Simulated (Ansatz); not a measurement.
# SnOs (hypothetical, Pm-3m): thermal expansion from first principles, part 3 of 3

How much does SnOs (hypothetical) expand with temperature? The crystal structure is hypothetical: it was made by swapping elements on a known structure type.

Ansatz 0.2.0; DFT PBE, scalar-relativistic, plane waves, PAW.

So far, principal linear expansion coefficients at 298 K (× 1e-6/K): step 6 (phonons on strained cells) 9.83.

## Step 9: Relaxation under pressure

The study at pressure needs a start near its own equilibrium, so the cell is first relaxed to that pressure.

Contents of input.yaml:

```yaml
crystal:
  lattice:
    - [3.2539747594, 0.0, 0.0]
    - [0.0, 3.2539747594, 0.0]
    - [0.0, 0.0, 3.2539747594]
  atoms:
    - { symbol: Sn, position: [0.5, 0.5, 0.5] }
    - { symbol: Os, position: [0.0, 0.0, 0.0] }
kpoints:
  mp_grid: { grid: [16, 16, 16] }
hamiltonian:
  xc: pbe
scf:
  occupations: { method: methfessel_paxton, width: 0.2 }
output:
  forces: true
  stress: true
  eigenvalues: true
relax:
  adjacent_minimum: "off"
  f_tol: 0.001
  max_steps: 60
  cell: { stress_tol: 0.05, p_target: 20.0 }
```

Launch:

```bash
> ansatz run input.yaml --threads 4 --pin off --max-ram 8192MiB --backend cpu --events-out ev --progress --plain --runs-dir out
```

Numbers of over 12 decimals in the logs are rounded to 6 here.

The log of the run:

```text
[...]
Crystal: 2 atoms, lattice volume = 34.454 Å³
Basis set: ecut = 420 eV, 691 PW (Γ), exchange–correlation on 48×48×48 points (8 copies of the dense FFT grid, shifted against one another)
Bands: 19, of which v1, the nominal top of the filled ones, is band 15 counted from 1 (14 counted from 0)
Symmetry: 48 space group operations
[...]
k-points: 165 of 4096
[...]
k-point 164: bands = [... 11 lower, 15.2646, 18.4117, 22.4875, 22.4875, 24.4477, 24.4477, 24.4477, 26.2991]
--- Relaxed structure (5 steps of the walk, 5 accepted, 1 SCFs on fresh bases) ---
[...]
cell:  # Å, volume = 31.6926 Å³
    - [3.164604, 0, 0]
    - [0, 3.164604, 0.0]
    - [0, 0.0, 3.164604]
  atoms:
    - { symbol: Sn, position: [0.5, 0.5, 0.5] }
    - { symbol: Os, position: [0, 0, 0] }
[key lines of the parts left out:]
SCF converged after 6 iterations
Free energy (F): -17407.701298 eV
Fermi energy:    21.878544 eV
P = ⅓ Tr σ = 20.0226 GPa (200.226 kbar)
```

Elapsed: 9.2 s, on 4 threads of Arm Neoverse V1, shared host; peak memory 0.48 GiB.

Step by step:

| step | energy less that of the first step (eV) | largest force component (eV/Å) | pressure (GPa) | volume (Å³) |
| --- | --- | --- | --- | --- |
| 1 | 0.0000 | 0.0000 | 0.00 | 34.45 |
| 2 | 0.5424 | 0.0000 | 42.37 | 29.66 |
| 3 | 0.1198 | 0.0000 | 17.18 | 32.01 |
| 4 | 0.1520 | 0.0000 | 19.67 | 31.73 |
| 5 | 0.1564 | 0.0000 | 20.00 | 31.69 |
| 6* | 0.1588 | 0.0000 | 20.02 | 31.69 |

Relaxation steps marked * repeat the geometry before them on a plane-wave basis chosen anew for their cell, so energy and pressure can jump there.

The run keeps the 48 symmetry operations that it works with, so distortions that break them were not tested.

| conventional cell, symmetrised | before | after | change |
| --- | --- | --- | --- |
| a (Å) | 3.254 | 3.165 | -2.7 % |
| b (Å) | 3.254 | 3.165 | -2.7 % |
| c (Å) | 3.254 | 3.165 | -2.7 % |
| volume (Å³/atom) | 17.23 | 15.85 | -8.0 % |

The relaxed structure:

```xyz
2
Lattice="3.1646 0.0000 0.0000 0.0000 3.1646 0.0000 0.0000 0.0000 3.1646" Properties=species:S:1:pos:R:3 pbc="T T T"
Sn    1.5823    1.5823    1.5823
Os    0.0000    0.0000    0.0000
```

This step gave:

```yaml
pressure: 20.02 GPa
volume_per_atom: 15.85 Å³
```

The cell shrank by 8.0 % in volume.

## Step 10: The quasi-harmonic study, pressure 20 GPa, q-mesh 4×4×4

The study relaxes the crystal at several strains, solves the phonons on some of them and minimises the free energy at each temperature (static energy, vibrations, the electrons in a metal, and PV under a set pressure); the q-mesh sets how far the force constants reach.

input.yaml, the sections that differ from step 9:

```yaml
crystal:
  lattice:
    - [3.1646043784, 0.0, 0.0]
    - [0.0, 3.1646043784, 0.0]
    - [0.0, 0.0, 3.1646043784]
  atoms:
    - { symbol: Sn, position: [0.5, 0.5, 0.5] }
    - { symbol: Os, position: [0.0, 0.0, 0.0] }
output:
  eigenvalues: true
phonons:
  method: dfpt
  qmesh: [4, 4, 4]
  temperatures: { t_max: 700.0, t_step: 50 }
  thermal_expansion: { pressure: 20.0 }
# kpoints, hamiltonian, scf: as in step 9
# relax: removed
```

The log of the run:

```text
The last accepted step is kept in <dir> (removed where the run ends without a failure and the disk answers)
Engine: ansatz 0.2.0, aarch64-unknown-linux-gnu
Pseudopotentials: kind: paw
Pseudopotential: Sn, paw, valence charge 14, recommended cutoff 420 eV (normal), Sn.paw.azcp
Pseudopotential: Os, paw, valence charge 16, recommended cutoff 420 eV (normal), Os.paw.azcp
Functional definition: PBE
  parameter kappa = 0.804
  parameter beta = 0.066725
  exchange = pbe_x(kappa = kappa, mu = beta*pi^2/3)
  correlation = pbe_c(beta = beta)
Crystal: 2 atoms, lattice volume = 31.693 Å³
Basis set: ecut = 487.2 eV, 751 PW (Γ), exchange–correlation on 48×48×48 points (8 copies of the dense FFT grid, shifted against one another)
Bands: 19, of which v1, the nominal top of the filled ones, is band 15 counted from 1 (14 counted from 0)
Symmetry: 48 space group operations
Space group: Pm-3m (ITA 221), of the structure as read, at distance tolerance 3.2e-5 Å
k-points: 165 of 4096
Non-local potential: Sn, projectors of the file, l = 0: 2, l = 1: 2, l = 2: 2, l = 3: 2
Non-local potential: Os, projectors of the file, l = 0: 3, l = 1: 2, l = 2: 2, l = 3: 1
PAW form: soft (Blöchl's): semilocal exchange-correlation on the pseudo side does not see the compensation charge
PAW one-centre angular grid: Sn, 590 points (default); XC on 64 Gauss nodes
PAW one-centre angular grid: Os, 590 points (default); XC on 64 Gauss nodes
Initial density: superposition of atomic densities (neutral atoms: chi_scale 0, normalization atom), corrected by the library's trained network
Initial wavefunctions: pseudopotential atomic-orbital guess
Functional: x = pbe(κ = 0.804, μ = 0.219515), c = pbe(β = 0.066725)
SCF iter   1: F=—  HF=-17407.719841 eV  |F-HF|=—  |Δ(HF+E_count)|=         —  Δρ=1.01e-2  dr2=5.47e-2  ethr=1.77e-3  ⟨swp⟩=4.8  Hψ=12790  notcnv=0
preconditioner: auto → none  [metal: Δε(μ)=0.009 eV  Ē_g=16.642 eV  σ=0.200 eV  W_gap=0.04  n_scr=6 (ndim 8)  ℏωp=30.9 eV  f_vac=0.000  D(μ)=0.54/eV (n_scr^D=0)  sad-step TF]
SCF iter   2: F=—  HF=-17407.712788 eV  |F-HF|=—  |Δ(HF+E_count)|=   7.05e-3  S|Δr|=    0.00e0  Δρ=7.00e-3  dr2=2.78e-2  ethr=1.82e-4  ⟨swp⟩=1.0  Hψ=4455  notcnv=0
SCF iter   3: F=—  HF=-17407.706339 eV  |F-HF|=—  |Δ(HF+E_count)|=   6.45e-3  S|Δr|=    0.00e0  Δρ=9.91e-4  dr2=4.94e-4  ethr=9.27e-5  ⟨swp⟩=2.0  Hψ=3761  notcnv=0
SCF iter   4: F=—  HF=-17407.706220 eV  |F-HF|=—  |Δ(HF+E_count)|=   1.19e-4  S|Δr|=    0.00e0  Δρ=2.09e-4  dr2=9.17e-6  ethr=1.65e-6  ⟨swp⟩=2.2  Hψ=4367  notcnv=0
SCF iter   5: F=—  HF=-17407.706223 eV  |F-HF|=—  |Δ(HF+E_count)|=   2.52e-6  S|Δr|=    0.00e0  Δρ=3.67e-5  dr2=1.57e-7  ethr=3.06e-8  ⟨swp⟩=2.0  Hψ=4938  notcnv=0
[...]
Free energy (F): -17407.706225 eV
Harris-Foulkes:  -17407.706225 eV  (|F-HF|=1.09e-11)
Internal energy: -17407.705308 eV  (E = F + TS)
E sigma→0 (E₀):  -17407.705996 eV
Entropy (-TS):   -0.000917 eV (-0.458 meV/atom)
Fermi energy:    21.877960 eV
Step filling:    the computed levels leave a gap of 0.0035 eV = 0.0 smearing widths at the electron count; against every level under it full and every level over it empty, smearing changes F+E_penalty+E_count by -0.603 meV and its σ→0 estimate by -0.374 meV
--- Per-component energies (eV) ---
  E_band       = -63.269329
  E_kinetic    = 761.222811
  E_local      = -1356.686294  (includes V_loc(G=0)·N_el)
  E_nonlocal   = -32.827675
  E_hartree    = 761.444144
  E_xc         = -651.398769
  E_vxc        = -383.484548  (∫ρ·V_xc dr)
  E_paw        = -13154.352822  (= ΣΔE_a)
  E_vpaw       = -574.381790  (= ΣTr[D̂ρ^β])
  E_aug_tail   = -0.000146  (compensation charges beyond the density's cutoff)
  E_ewald      = -3735.106558
  E_smearing   = -0.000917  (= −TS)
  E_closure    = -0.000000  (closes the sum)
  Σ components = -17407.706225   (vs F -17407.706225, Δ=0.00e0)
--- Forces (eV/Å), atoms counted from 1 ---
  atom   1  Sn     0.00000000     0.00000000    -0.00000000
  atom   2  Os    -0.00000000     0.00000000    -0.00000000
  max |Σ_I F_I| component: 4.47e-30 eV/Å
--- Stress (GPa, compression-positive) ---
       19.959668       0.000000       0.000000
       -0.000000      19.959668       0.000000
        0.000000       0.000000      19.959668
  P = ⅓ Tr σ = 19.9597 GPa (199.597 kbar)
--- Band table (eV; the first three rows and the last of 165) ---
  k-point 0: bands = [... 11 lower, 17.4466, 21.0575, 21.0575, 21.0575, 24.1335, 24.1335, 24.1335, 29.5953]
  k-point 1: bands = [... 11 lower, 17.4558, 20.8653, 20.8653, 21.0547, 23.7566, 24.4007, 24.4007, 29.9404]
  k-point 2: bands = [... 11 lower, 17.4823, 20.4281, 20.4281, 21.0466, 22.9547, 25.0637, 25.0637, 30.5580]
  k-point 164: bands = [... 11 lower, 15.2643, 18.4120, 22.4871, 22.4871, 24.4468, 24.4468, 24.4468, 26.2951]
── thermal expansion: 3 new cells, 3 in all ──
thermal expansion: relaxation of cell 2
thermal expansion: relaxation of cell 3
── thermal expansion: 2 new cells, 5 in all ──
thermal expansion: relaxation of cell 4
thermal expansion: lower-state search of cell 4
thermal expansion: electrons of cell 4
thermal expansion: phonons of cell 4
WARN: thermal expansion, phonons of cell 4: eigensolver did not converge (k=47): 1 band(s) unlocked after 20 sweeps at ethr=1.00e-12 eV (lowest unlocked band 18, counted from 0; max residual 2.51e-6 eV among the unlocked bands, 2.51e-6 eV over every band)
thermal expansion: relaxation of cell 5
thermal expansion: electrons of cell 1
thermal expansion: electrons of cell 2
thermal expansion: electrons of cell 3
thermal expansion: electrons of cell 5
thermal expansion: phonons of cell 5
WARN: thermal expansion, phonons of cell 5: eigensolver did not converge (k=82): 1 band(s) unlocked after 20 sweeps at ethr=1.00e-12 eV (lowest unlocked band 18, counted from 0; max residual 7.34e-6 eV among the unlocked bands, 7.34e-6 eV over every band)
[key lines of the parts left out:]
SCF converged after 8 iterations
```

It took 21 min on 4 threads; peak memory 4.1 GiB.

The run was cut off at its time limit.

## Step 11: Summary of results

```
settings of these figures                        : PBE, 487.2 eV, k 16×16×16, q 2×2×2
volume expansion coefficient at 298 K            : 29.48 1e-6/K
C_P at 298 K                                     : 24.71 J/mol-atom/K
entropy at 298 K                                 : 38.41 J/mol-atom/K
isothermal bulk modulus at 298 K                 : 183.4 GPa
Grüneisen parameter at 298 K                     : 2.338
volume at 298 K                                  : 17.38 Å³/atom
principal linear expansion coefficients at 298 K : 9.827, 9.827, 9.827 1e-6/K
```

Near room temperature SnOs (hypothetical) expands by 29.5 × 10⁻⁶/K in volume by PBE, with C_P = 24.7 J/(mol K) per mole of atoms and B_T = 183 GPa. The q-mesh is coarse, and the expansion can converge slowly with it. C_P at room temperature is 99 % of the classical 3R an atom. In this metal the study includes the electrons' free energy, which adds a term that grows with temperature, so the heat capacities need not level off at 3R. The log notes that a few bands missed the eigensolver's threshold in the phonon runs.

[Logs are printed without paths, hosts, clocks, repeated set-up lines and the standing remarks that a program may print on its own settings, such as how far it seeks lower states.]

[Hosts, paths, dates, database ids (printed as entryN), source tags and the programs' standing remarks are cut or masked in the printed files.]

[A step with changed settings may run another functional than the one named; its input shows which.]
